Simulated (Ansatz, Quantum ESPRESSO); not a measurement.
# Predicting the next point of a tunnelling series: vacuum gaps between two Al(111) faces

**Set-up.** Quantum ESPRESSO 7.5 (pw.x, pwcond.x), LDA, GBRV ultrasoft; geometry as built. T is the transmission per spin at the Fermi level, averaged over the mesh across the current, in a cell of 7.07 Å². The series steps the width of the vacuum gap.

```tsv
width (Å)	T
5	0.0903
6	0.02
7	0.00236
8	0.000318
```

**Question.** What is T at 9 Å?

**Fit.** In the tunnelling regime ln T falls linearly. The last two rows give a slope of ln(0.00236/0.000318)/(8 − 7) = 2.004 per Å, so T(9) ≈ 0.000318 × exp(−2.004 × 1) = 4.28e−5.

**The withheld run.** T = 3.91e−5; the estimate is 1.10 times that. The slope over the last interval is 2.096: the same within 8 %. Points of the mesh with over 2.5 times the mean carry 73 % of this T, so the value leans on the mesh. A second code, Ansatz 0.2.0, gives 3.42e−5.

Caveats: Short leads, unrelaxed atoms, a barrier without the image potential and an untested mesh.

[Logs are printed without paths, hosts, clocks, repeated set-up lines and the standing remarks that a program may print on its own settings, such as how far it seeks lower states.]
